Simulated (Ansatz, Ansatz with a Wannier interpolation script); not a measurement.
# G0W0 band structure of As (buckled honeycomb monolayer), part 2 of 2

Wanted: quasiparticle gap and band widths of As (buckled honeycomb monolayer) over the whole zone.

Ansatz 0.2.0; PBEsol, Wannier functions and G0W0, plane waves, PAW. Known limits of the many-body steps: not at the basis limit; no spin-orbit coupling.

So far. Step 3 (Wannier functions (As:4p) on 24×24×1): Near the gap the model misses directly solved bands by 0.1 meV r.m.s. and by 1 meV at most in the window tested. This tests the starting bands, not the corrections carried with them. Step 4 (G0W0 at every point of the mesh: 12×12×1 mesh, 459 …): The gap on the mesh goes from 1.49 eV to 2.48 eV, a correction of +0.99 eV. Between the two edge states, bare exchange in place of the xc potential would open the gap by 4.56 eV, and correlation takes back 3.57 eV.

### Step 5. Interpolating the corrections

A script adds the corrections, carried to the Wannier functions and back, to the PBEsol levels, along the path and on a 26×26×1 mesh.

* G0W0 gap over the zone: 2.472 eV
* valence top at: Γ
* starting gap over the zone: 1.474 eV
* least direct G0W0 gap: 3.303 eV
* G0W0 gap on the mesh: 2.478 eV
* valence width, start: 4.686 eV
* valence width, G0W0: 4.779 eV
* gap by a rigid shift: 2.466 eV

Levels solved directly plus the interpolated quasiparticle correction. Limits: finite bands, cutoff and mesh; gap short on this mesh; no spin-orbit coupling. The quasiparticle bands at the labelled points (eV, zero at the valence-band top of each set):

| point | band 13 | band 14 | band 15 | band 16 |
| --- | --- | --- | --- | --- |
| Γ | -1.04 | 0.00 | 0.00 | 3.30 |
| halfway | -3.58 | -1.29 | -0.76 | 2.69 |
| M | -3.71 | -2.09 | -1.92 | 2.91 |
| halfway | -4.09 | -2.78 | -1.89 | 3.51 |
| K | -4.78 | -2.29 | -2.29 | 2.78 |
| halfway | -3.60 | -2.50 | -0.71 | 3.75 |
| Γ | -1.04 | 0.00 | 0.00 | 3.30 |

The same for PBEsol:

| point | band 13 | band 14 | band 15 | band 16 |
| --- | --- | --- | --- | --- |
| Γ | -0.76 | 0.00 | 0.00 | 2.09 |
| M | -3.64 | -2.00 | -1.77 | 1.87 |
| K | -4.69 | -2.16 | -2.16 | 1.79 |
| Γ | -0.76 | 0.00 | 0.00 | 2.09 |

The first set of quasiparticle bands as a text plot (rows in eV):

```
    4.0 |   ++                                    ++     ++++
    3.6 | ++  ++                ++++           +++  +++++    +++
    3.3 |+                     +    ++       ++                 +
    2.9 |       ++        +++++       +++++++
    2.5 |         ++++++++
    2.1 |
    1.8 |
    1.4 |
    1.0 |
    0.6 |
    0.3 |
   -0.1 |***                                                 ****
   -0.5 | ******                                           *****
   -0.8 | ************                            **************
   -1.2 |*  **    **  **                       ***       **     *
   -1.6 |           **  **                   **       ***  **
   -2.0 |     **      *******************  **
   -2.3 |                     **        ***         **   **
   -2.7 |                       ********   **
   -3.1 |       **                           **   **  ***
   -3.5 |         **                           *******
   -3.8 |           **  ***********            ***
   -4.2 |             **           **        **
   -4.6 |                            ********
         Γ                   M           K                      Γ
```

Corrections by starting level (eV, on the run's own energy scale, so only their differences matter):

| start | correction |
| --- | --- |
| -4.69 | −0.57 |
| -3.85 | −0.58 |
| -3.46 | −0.59 |
| -2.66 | −0.60 |
| -2.16 | −0.61 |
| -1.75 | −0.62 |
| -1.23 | −0.54 |
| -0.76 | −0.75 |
| -0.59 | −0.72 |
| 0.00 | −0.48 |
| 0.00 | −0.48 |
| 1.49 | +0.51 |
| 2.03 | +0.52 |
| 2.47 | +0.55 |
| 3.00 | +0.48 |
| 3.42 | +0.50 |
| 3.76 | +0.52 |
| 4.56 | +0.55 |

### Step 6. PBEsol+SOC bands, for comparison

The many-body steps leave out spin-orbit coupling, so its effect is taken from a two-component run, with twice the bands.

This step: DFT, PBEsol with spin-orbit coupling, plane waves, PAW.

input.yaml reads:

```yaml
crystal:
  lattice:
    - [3.5443795165, 0.0, 0.0]
    - [-1.7721897582, 3.0695227019, 0.0]
    - [0.0, 0.0, 26.0]
  atoms:
    - { symbol: As, position: [0.3333333333, 0.6666666667, 0.4732891036] }
    - { symbol: As, position: [0.6666666667, 0.3333333333, 0.5267108964] }
  periodic: [true, true, false]
kpoints:
  mp_grid: { grid: [12, 12, 1] }
  band_path:
    path:
      - [0, 0, 0]
      - [0.5, 0, 0]
      - [0.3333333333333, 0.3333333333333, 0]
      - [0, 0, 0]
    npoints: 10
hamiltonian:
  xc: pbesol
scf:
  occupations: { method: fermi_dirac, width: 0.02 }
  n_extra_bands: 8
magnetization:
  noncollinear: true
  spin_orbit: true
output:
  eigenvalues: true
  forces: true
  stress: true
```

Run with:

```bash
ansatz run input.yaml --threads 12 --pin off --max-ram 27648MiB --backend cpu --events-out ev --progress --plain --runs-dir out
```

Numbers of over 12 decimals in the logs are rounded to 6 here.

The log of the run:

```text
[...]
non-collinear run that drives no moment, with spin-orbit: no starting moment large enough to seed its density (crystal.atoms[].spin), no starting occupations that ask for one, no magnetisation constraint and no magnetic field, so the semilocal B_xc is pinned to zero
Crystal: 2 atoms, lattice volume = 282.868 Å³
Basis set: ecut = 420 eV, 5469 PW (Γ), exchange–correlation on 48×48×360 points (8 copies of the dense FFT grid, shifted against one another)
Bands: 38, of which v1, the nominal top of the filled ones, is band 30 counted from 1 (29 counted from 0)
Symmetry: 12 space group operations + 12 with time reversal
[...]
k-points: 19 of 144
Projection manifold: j_resolved (fully-relativistic pseudo-atomic orbitals)
[...]
iter 1 solved again at ethr=9.78e-4 eV; its pass at ethr=3.10e-3 eV (dr2=2.93e-1 eV) is discarded
[...]
SCF iter   7: F=-9626.091213 eV  HF=-9626.091213 eV  |F-HF|=4.86e-9  |Δ(HF+E_count)|=   7.30e-8  Δρ=1.21e-6  dr2=7.84e-9  dr2_m=0.00e0 (ungated)  ethr=3.33e-10  |M|=0.00e0 ∫|m|=0.00e0 μB  |m|>n=0.0e0 m-floor=0.0e0 τ_xc=0.0e0  ⟨swp⟩=12.3  Hψ=1891  notcnv=0
SCF 1 converged in 7 iterations: F = -9626.091213 eV  dr2 = 7.84e-9
[...]
SCF converged after 7 iterations
Magnetization: |M| = 0.0000 μB,  M = (+0.0000, +0.0000, +0.0000) μB
Absolute magnetization: 0.0000 μB (∫|m|)
  site 0: m = (+0.0000, +0.0000, +0.0000) μB, |m| = 0.0000 μB  (R = 1.02 Å)
  site 1: m = (+0.0000, +0.0000, +0.0000) μB, |m| = 0.0000 μB  (R = 1.02 Å)
Free energy (F): -9626.091213 eV
[...]
Internal energy: -9626.091213 eV  (E = F + TS)
E sigma→0 (E₀):  -9626.091213 eV
Fermi energy:    -4.515119 eV
[...]
--- Forces (eV/Å), atoms counted from 1 ---
  atom   1  As    -0.00000000    -0.00000000    -0.00570623
  atom   2  As    -0.00000000     0.00000000     0.00570623
  max |Σ_I F_I| component: 1.16e-18 eV/Å
--- 2D stress c σ (N/m, compression-positive) ---
       -0.001644      -0.000000      -0.000000
       -0.000000      -0.001644       0.000000
        0.000000       0.000000       0.000000
  P = ½ c Tr σ = -0.0016 N/m
--- Band table (eV; the first three rows and the last of 19) ---
  k-point 0: bands = [... 26 lower, -5.4028, -5.4028, -5.1758, -5.1758, -3.2251, -3.2251, -1.8778 (-1.8778°), -1.8778 (-1.8778°), ... 4 higher]
  k-point 1: bands = [... 26 lower, -5.9966, -5.9966, -5.5008, -5.5008, -2.6323, -2.6323, -1.8625 (-1.8625°), -1.8625 (-1.8625°), ... 4 higher]
  k-point 2: bands = [... 26 lower, -6.0703, -6.0703, -5.8419, -5.8419, -3.0734, -3.0734, -1.1500 (-1.1500°), -1.1500 (-1.1500°), ... 4 higher]
  k-point 18: bands = [... 26 lower, -7.5024, -7.5024, -7.4304, -7.4304, -3.5177, -3.5177, -0.7826, -0.7826, ... 4 higher]
  ° read free of the cell's end (the report's vacuum.weakly_bound_levels)
```

Wall time 8.9 s (12 threads of Arm Neoverse V2, shared host); peak memory 2.1 GiB; 94 s of CPU time.

This step gave:

```
filled bands         : 30
gap                  : 1.353 eV
valence top at       : Γ
conduction bottom at : k = (0.300, 0.000, 0.000)
least direct gap     : 1.951 eV
```

The gap stands −0.13 eV against PBEsol.

The electronic bands at the labelled points (eV, zero at the top of the highest nominally filled band):

| point | band 27 | band 28 | band 29 | band 30 | band 31 | band 32 | band 33 | band 34 |
| --- | --- | --- | --- | --- | --- | --- | --- | --- |
| Γ | -0.23 | -0.23 | 0.00 | 0.00 | 1.95 | 1.95 | 3.30 | 3.30 |
| halfway | -1.37 | -1.37 | -0.68 | -0.68 | 1.51 | 1.51 | 4.20 | 4.20 |
| M | -2.17 | -2.17 | -1.86 | -1.86 | 1.74 | 1.74 | 2.88 | 2.88 |
| halfway | -2.79 | -2.79 | -1.88 | -1.88 | 2.38 | 2.38 | 3.54 | 3.54 |
| K | -2.33 | -2.33 | -2.25 | -2.25 | 1.66 | 1.66 | 4.39 | 4.39 |
| halfway | -2.56 | -2.56 | -0.66 | -0.66 | 2.59 | 2.59 | 3.36 | 3.36 |
| Γ | -0.23 | -0.23 | 0.00 | 0.00 | 1.95 | 1.95 | 3.30 | 3.30 |

### Step 7. Outcome

* PBEsol gap: 1.47 eV
* G0W0 gap over the zone: 2.47 eV, indirect
* least direct G0W0 gap, in the model: 3.30 eV
* with the spin-orbit change: 2.34 eV
* GW settings: 12×12×1 mesh, 459 empty bands, screening to 80 eV
* known limits: not at the basis limit; no spin-orbit coupling

The Wannier model follows the PBEsol bands to under 1 meV r.m.s. near the gap. The G0W0 gap over the zone is 2.47 eV, indirect, from Γ to k = (0.321, 0.000, 0.000); on the mesh alone it is 2.48 eV, nearly the same. The valence width in the model goes from 4.69 eV to 4.78 eV. PBEsol+SOC gives a gap of 1.35 eV on the same path, a spin-orbit change of −0.13 eV that would bring the G0W0 gap to 2.34 eV. Bands and cutoff are finite, so the gap is not at the basis limit. The miss can reach some tenths of an eV and take either sign; the mesh is an error of its own. Above the frozen window of the model the interpolated levels need not meet the computed ones, even at points of the mesh.

[Paths, hosts, dates, memory and timing lines, banners, echoed tables and standing remarks are left out of the program output.]

[Logs are printed without paths, hosts, clocks, repeated set-up lines and the standing remarks that a program may print on its own settings, such as how far it seeks lower states.]

[Runs of the session that timed out or met a known fault of the program may be left out.]

[Hosts, paths, dates, database ids (printed as entryN), source tags and the programs' standing remarks are cut or masked in the printed files.]
